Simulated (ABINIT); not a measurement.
# A GW chain in ABINIT: InP (F-43m)

Aim: the G0W0 gap of InP (F-43m) on PBE, step by step.

Program: ABINIT 10.8.3. Level of theory: PBE and many-body steps on it, plane waves. Results are calculated unless marked as measured.

Most raw output is cut from this account.

### 1. The starting structure

Symmetry: F-43m, No. 216, cubic system. The conventional cell has a = 5.869 Å, b = 5.869 Å, c = 5.869 Å, α = 90.00°, β = 90.00°, γ = 90.00°. In has 4 P at 2.54 Å nearest. Nearest to P lie 4 In at 2.54 Å. Farther neighbours are not listed.

Coordinates:

```cif
data_structure
_symmetry_space_group_name_H-M 'F-43m'
_symmetry_Int_Tables_number 216
_cell_length_a 5.8687
_cell_length_b 5.8687
_cell_length_c 5.8687
_cell_angle_alpha 90.000
_cell_angle_beta 90.000
_cell_angle_gamma 90.000
_cell_volume 202.13
loop_
_atom_site_label
_atom_site_type_symbol
_atom_site_symmetry_multiplicity
_atom_site_Wyckoff_symbol
_atom_site_fract_x
_atom_site_fract_y
_atom_site_fract_z
_atom_site_occupancy
In1 In 4 a 0.00000 0.00000 0.00000 1
P1 P 4 d 0.25000 0.25000 0.75000 1
```

The cell and positions come from the Crystallography Open Database and are kept as given unless a step says otherwise.

### 2. Ground state

This step: ABINIT 10.8.3; DFT, PBE, plane waves, norm-conserving pseudopotentials.

The ground-state density comes first.

File run.abi:

```
acell 3*1.0 Angstrom
rprim 
  -0.000000000000 2.934350000000 2.934350000000
  2.934350000000 -0.000000000000 2.934350000000
  2.934350000000 2.934350000000 -0.000000000000
ntypat 2
znucl 49 15
natom 2
typat 1 2
xred 
  0.000000000000 0.000000000000 0.000000000000
  0.250000000000 0.250000000000 0.250000000000
pp_dirpath "pseudos"
pseudos "In.upf, P.upf"
ecut 33
ngkpt 6 6 6
nshiftk 1
shiftk 0 0 0
kptopt 1
chksymbreak 0
nband 18
occopt 1
tolvrs 1e-10
nstep 60
prtwf 0
indata_prefix "in"
outdata_prefix "out"
tmpdata_prefix "tmp"
```

Launch:

```
> OMP_NUM_THREADS=1 mpirun -n 4 abinit run.abi > log
```

Elapsed: 11 s, on 4 MPI ranks of Arm Neoverse V2, shared host; peak memory 0.33 GiB; 43 s of CPU time.

This step gave:

```
total energy               : -5615.9374 eV
gap                        : 0.6874 eV
k of the valence top       : 0, 0, 0
k of the conduction bottom : 0, 0, 0
least direct gap           : 0.6874 eV
pressure                   : -0.9037 GPa
```

The gap is direct, at Γ.

The cutoff was set for levels, not for stress, so the pressure can be off by some GPa.

### 3. Bands along the symmetry lines

Levels along a band path, at the cheap level, show where the edges lie and whether the meshes to come will hold them.

File run.abi:

```
acell 3*1.0 Angstrom
rprim 
  -0.000000000000 2.934350000000 2.934350000000
  2.934350000000 -0.000000000000 2.934350000000
  2.934350000000 2.934350000000 -0.000000000000
ntypat 2
znucl 49 15
natom 2
typat 1 2
xred 
  0.000000000000 0.000000000000 0.000000000000
  0.250000000000 0.250000000000 0.250000000000
pp_dirpath "pseudos"
pseudos "In.upf, P.upf"
ecut 33
iscf -2
irdden 1
kptopt 0
nkpt 50
kpt 
  0.00000000 0.00000000 0.00000000
  -0.06250000 -0.06250000 0.00000000
  -0.12500000 -0.12500000 0.00000000
  -0.18750000 -0.18750000 0.00000000
  -0.25000000 -0.25000000 0.00000000
  -0.31250000 -0.31250000 0.00000000
  -0.37500000 -0.37500000 0.00000000
  -0.43750000 -0.43750000 0.00000000
  -0.50000000 -0.50000000 0.00000000
  -0.48437500 -0.48437500 0.03125000
  -0.46875000 -0.46875000 0.06250000
  -0.45312500 -0.45312500 0.09375000
  -0.43750000 -0.43750000 0.12500000
  -0.42187500 -0.42187500 0.15625000
  -0.40625000 -0.40625000 0.18750000
  -0.39062500 -0.39062500 0.21875000
  -0.37500000 -0.37500000 0.25000000
  -0.37500000 0.00000000 0.37500000
  -0.32812500 0.00000000 0.32812500
  -0.28125000 0.00000000 0.28125000
  -0.23437500 0.00000000 0.23437500
  -0.18750000 0.00000000 0.18750000
  -0.14062500 0.00000000 0.14062500
  -0.09375000 0.00000000 0.09375000
  -0.04687500 0.00000000 0.04687500
  0.00000000 0.00000000 0.00000000
  0.00000000 0.00000000 0.06250000
  0.00000000 0.00000000 0.12500000
  0.00000000 0.00000000 0.18750000
  0.00000000 0.00000000 0.25000000
  0.00000000 0.00000000 0.31250000
  0.00000000 0.00000000 0.37500000
  0.00000000 0.00000000 0.43750000
  -0.00000000 -0.00000000 0.50000000
  -0.06250000 -0.03125000 0.46875000
  -0.12500000 -0.06250000 0.43750000
  -0.18750000 -0.09375000 0.40625000
  -0.25000000 -0.12500000 0.37500000
  -0.31250000 -0.15625000 0.34375000
  -0.37500000 -0.18750000 0.31250000
  -0.43750000 -0.21875000 0.28125000
  -0.50000000 -0.25000000 0.25000000
  -0.50000000 -0.28125000 0.21875000
  -0.50000000 -0.31250000 0.18750000
  -0.50000000 -0.34375000 0.15625000
  -0.50000000 -0.37500000 0.12500000
  -0.50000000 -0.40625000 0.09375000
  -0.50000000 -0.43750000 0.06250000
  -0.50000000 -0.46875000 0.03125000
  -0.50000000 -0.50000000 0.00000000
istwfk *1
nband 23
nbdbuf 5
tolwfr 1e-07
nstep 50
prtwf 0
prtvol 0
indata_prefix "in"
outdata_prefix "out"
tmpdata_prefix "tmp"
```

Elapsed: 13 s, on 4 MPI ranks; peak memory 0.31 GiB; 52 s of CPU time.

This step gave:

| Property | Result |
| --- | --- |
| gap | 0.6874 eV |
| k of the valence top | 0, 0, 0 |
| k of the conduction bottom | 0, 0, 0 |
| least direct gap | 0.6874 eV |

The gap is 0.687 eV, as in the run before at this level.

Electronic bands along the path, in eV, zero at the top of the highest filled band:

| point | band 10 | band 11 | band 12 | band 13 | band 14 | band 15 | band 16 | band 17 |
| --- | --- | --- | --- | --- | --- | --- | --- | --- |
| Γ | -11.49 | 0.00 | 0.00 | 0.00 | 0.69 | 4.09 | 4.09 | 4.09 |
| halfway | -10.60 | -3.33 | -1.40 | -1.40 | 2.49 | 3.12 | 6.37 | 6.37 |
| X | -9.13 | -5.73 | -2.31 | -2.31 | 1.77 | 2.27 | 9.20 | 9.56 |
| halfway | -9.12 | -5.69 | -2.73 | -2.21 | 2.04 | 2.87 | 8.38 | 8.69 |
| U | -9.15 | -5.59 | -3.29 | -1.93 | 2.36 | 4.39 | 7.50 | 7.53 |
| jump to K | -9.15 | -5.59 | -3.29 | -1.93 | 2.36 | 4.39 | 7.50 | 7.53 |
| halfway | -10.51 | -3.79 | -2.00 | -0.57 | 2.82 | 4.69 | 4.99 | 5.21 |
| Γ | -11.49 | 0.00 | 0.00 | 0.00 | 0.69 | 4.09 | 4.09 | 4.09 |
| halfway | -10.82 | -3.43 | -0.55 | -0.55 | 1.78 | 4.79 | 4.79 | 5.32 |
| L | -9.78 | -5.71 | -0.97 | -0.97 | 1.49 | 4.80 | 4.80 | 7.11 |
| halfway | -9.47 | -5.53 | -2.68 | -1.62 | 3.16 | 4.19 | 5.87 | 7.21 |
| W | -9.06 | -5.58 | -2.94 | -2.89 | 4.29 | 4.37 | 5.56 | 6.21 |
| halfway | -9.10 | -5.66 | -2.64 | -2.63 | 2.69 | 3.10 | 7.65 | 7.73 |
| X | -9.13 | -5.73 | -2.31 | -2.31 | 1.77 | 2.27 | 9.20 | 9.56 |

### 4. Empty states on the mesh, 4×4×4 mesh, 195 bands

The sums over transitions need many empty states on a uniform mesh; this step solves for them.

File run.abi:

```
acell 3*1.0 Angstrom
rprim 
  -0.000000000000 2.934350000000 2.934350000000
  2.934350000000 -0.000000000000 2.934350000000
  2.934350000000 2.934350000000 -0.000000000000
ntypat 2
znucl 49 15
natom 2
typat 1 2
xred 
  0.000000000000 0.000000000000 0.000000000000
  0.250000000000 0.250000000000 0.250000000000
pp_dirpath "pseudos"
pseudos "In.upf, P.upf"
ecut 33
ngkpt 4 4 4
nshiftk 1
shiftk 0 0 0
kptopt 1
chksymbreak 0
irdden 1
istwfk *1
nband 195
prtvol 0
optdriver 6
gwr_task "HDIAGO"
paral_kgb 0
occopt 1
indata_prefix "in"
outdata_prefix "out"
tmpdata_prefix "tmp"
```

Run time: 39 s. Hardware: 4 MPI ranks; peak memory 2.3 GiB.

Numbers from this step:

- gap: 0.6876 eV
- k of the valence top: 0, 0, 0
- k of the conduction bottom: 0, 0, 0
- least direct gap: 0.6876 eV
- k points computed: 8
- lowest point of the top converged band, above the valence top: 120.8832 eV

On this mesh the gap is 0.688 eV.

### 5. Screening, 4×4×4 mesh, 187 bands, screening to 179.6 eV

The RPA dielectric matrix is built and inverted for each q.

This step: RPA screening on PBE, plane waves, norm-conserving pseudopotentials.

Changes to run.abi since step 4:

```diff
@@ -20,10 +20,11 @@
 chksymbreak 0
-irdden 1
 istwfk *1
-nband 195
-prtvol 0
-optdriver 6
-gwr_task "HDIAGO"
-paral_kgb 0
 occopt 1
+irdwfk 1
+optdriver 3
+nband 187
+ecuteps 6.6
+inclvkb 2
+awtr 1
+symchi 1
 indata_prefix "in"
```

Wall time 49 s (4 MPI ranks); peak memory 1.2 GiB.

This step gave:

- ε∞ with local fields, on this mesh, along the program's q direction: 47.20
- the same without local fields: 49.81
- plasma frequency: 26.64 eV
- plane waves in the screening matrix: 283

Local fields lower ε∞ by 5 %. On a Γ-centred mesh this coarse the value itself is usually too large, while a short band sum pulls it down.

### 6. Self-energy, 4×4×4 mesh, 187 bands, screening to 179.6 eV

The self-energy is evaluated for the states that the input lists, and the levels follow from it, in one-shot runs by the linearised quasiparticle equation.

This step: G0W0 on PBE, plane waves, norm-conserving pseudopotentials.

Changes to run.abi since step 5:

```diff
@@ -23,8 +23,29 @@
 irdwfk 1
-optdriver 3
+optdriver 4
 nband 187
+gwcalctyp 0
+ecutsigx 33
+symsigma 1
+nkptgw 8
+kptgw 
+  0.0000000000 0.0000000000 0.0000000000
+  0.2500000000 0.0000000000 0.0000000000
+  0.5000000000 0.0000000000 0.0000000000
+  0.2500000000 0.2500000000 0.0000000000
+  0.5000000000 0.2500000000 0.0000000000
+  -0.2500000000 0.2500000000 0.0000000000
+  0.5000000000 0.5000000000 0.0000000000
+  -0.2500000000 0.5000000000 0.2500000000
+bdgw 
+  11 23
+  11 23
+  11 23
+  11 23
+  11 23
+  11 23
+  11 23
+  11 23
 ecuteps 6.6
-inclvkb 2
-awtr 1
-symchi 1
+irdscr 1
+ppmodel 1
 indata_prefix "in"
```

Elapsed: 5.1 min, on 4 MPI ranks; peak memory 1.4 GiB.

Numbers from this step:

```
G0W0 gap on the mesh                         : 1.348 eV
starting gap on the mesh                     : 0.6876 eV
k of the valence top                         : 0, 0, 0
k of the conduction bottom                   : 0, 0, 0
Z at the valence top                         : 0.776
Z at the conduction bottom                   : 0.79
least direct G0W0 gap on the computed points : 1.348 eV
```

The gap on the mesh goes from 0.69 eV to 1.35 eV, a correction of +0.66 eV.

Limits: finite bands, cutoff and mesh; no spin-orbit coupling; coarse k mesh. v1 is the top filled band, c1 the lowest empty one. The levels before and after the correction (eV, zero at the valence-band top of each column):

|  | conduction bottom | valence top |
| --- | --- | --- |
| Kohn-Sham | 0.69 | 0.00 |
| G0W0 | 1.35 | 0.00 |

|  | level | energy (eV) |
| --- | --- | --- |
| Kohn-Sham | Γ v3-v1 | 0.000 |
| Kohn-Sham | Γ c1 | 0.688 |
| Kohn-Sham | Γ c2-c4 | 4.087 |
| G0W0 | Γ v3-v1 | 0.000 |
| G0W0 | Γ c1 | 1.348 |
| G0W0 | Γ c2-c4 | 4.837 |

### 7. Where the time went

Times are wall times on 4 MPI ranks of Arm Neoverse V2, shared host, good to a factor of about two.

| step | time | share | memory (GiB) |
| --- | --- | --- | --- |
| ground state | 11 s | 3 % | 0.33 |
| bands along the symmetry lines | 13 s | 3 % | 0.31 |
| empty states on the mesh | 39 s | 9 % | 2.3 |
| screening | 49 s | 12 % | 1.2 |
| self-energy | 5.1 min | 73 % | 1.4 |

### 8. What came out

| Item | Value |
| --- | --- |
| PBE gap | 0.69 eV, direct |
| G0W0 gap on the mesh | 1.35 eV |
| GW settings | 4×4×4 mesh, 187 bands, screening to 179.6 eV, Godby-Needs plasmon pole |
| known limits | not at the basis limit; mesh may overstate the screening; no spin-orbit coupling; coarse k mesh |

In words: G0W0 moves the gap on the mesh from 0.69 eV to 1.35 eV (+0.66 eV), with Z of 0.78 and 0.79 at the edges. Local fields lower the RPA ε∞ on this mesh from 49.81 to 47.20; a Γ-centred mesh this coarse tends to raise both, most where the direct gap is narrow, while a short band sum lowers them. The dearest step here is «self-energy». Bands and cutoff are finite, so the gap is not at the basis limit. The miss can reach some tenths of an eV and take either sign; the mesh is an error of its own. The 4×4×4 mesh is coarse for this cell, which bears on the long-range parts of exchange and screening. The RPA ε∞ on this mesh reaches over 25; with a narrow direct gap a coarse mesh can overstate it, and the correction is then too small. The many-body steps are scalar-relativistic: spin-orbit coupling is not in them.

[Paths, hosts, dates, memory and timing lines, banners, echoed tables and standing remarks are left out of the program output.]

[Logs are printed without paths, hosts, clocks, repeated set-up lines and the standing remarks that a program may print on its own settings, such as how far it seeks lower states.]

[Runs of the session that timed out or met a known fault of the program may be left out.]

[Hosts, paths, dates, database ids (printed as entryN), source tags and the programs' standing remarks are cut or masked in the printed files.]

[G0W0 gaps are taken among the corrected bands and points alone; a level outside them can change the order at an edge.]

[Where Ansatz stands beside ABINIT at settings called matched, ABINIT's density can come from a denser mesh and the files from another edition; pairs whose starting gaps differed by over 0.03 eV were left out, so agreement reads better than it is.]
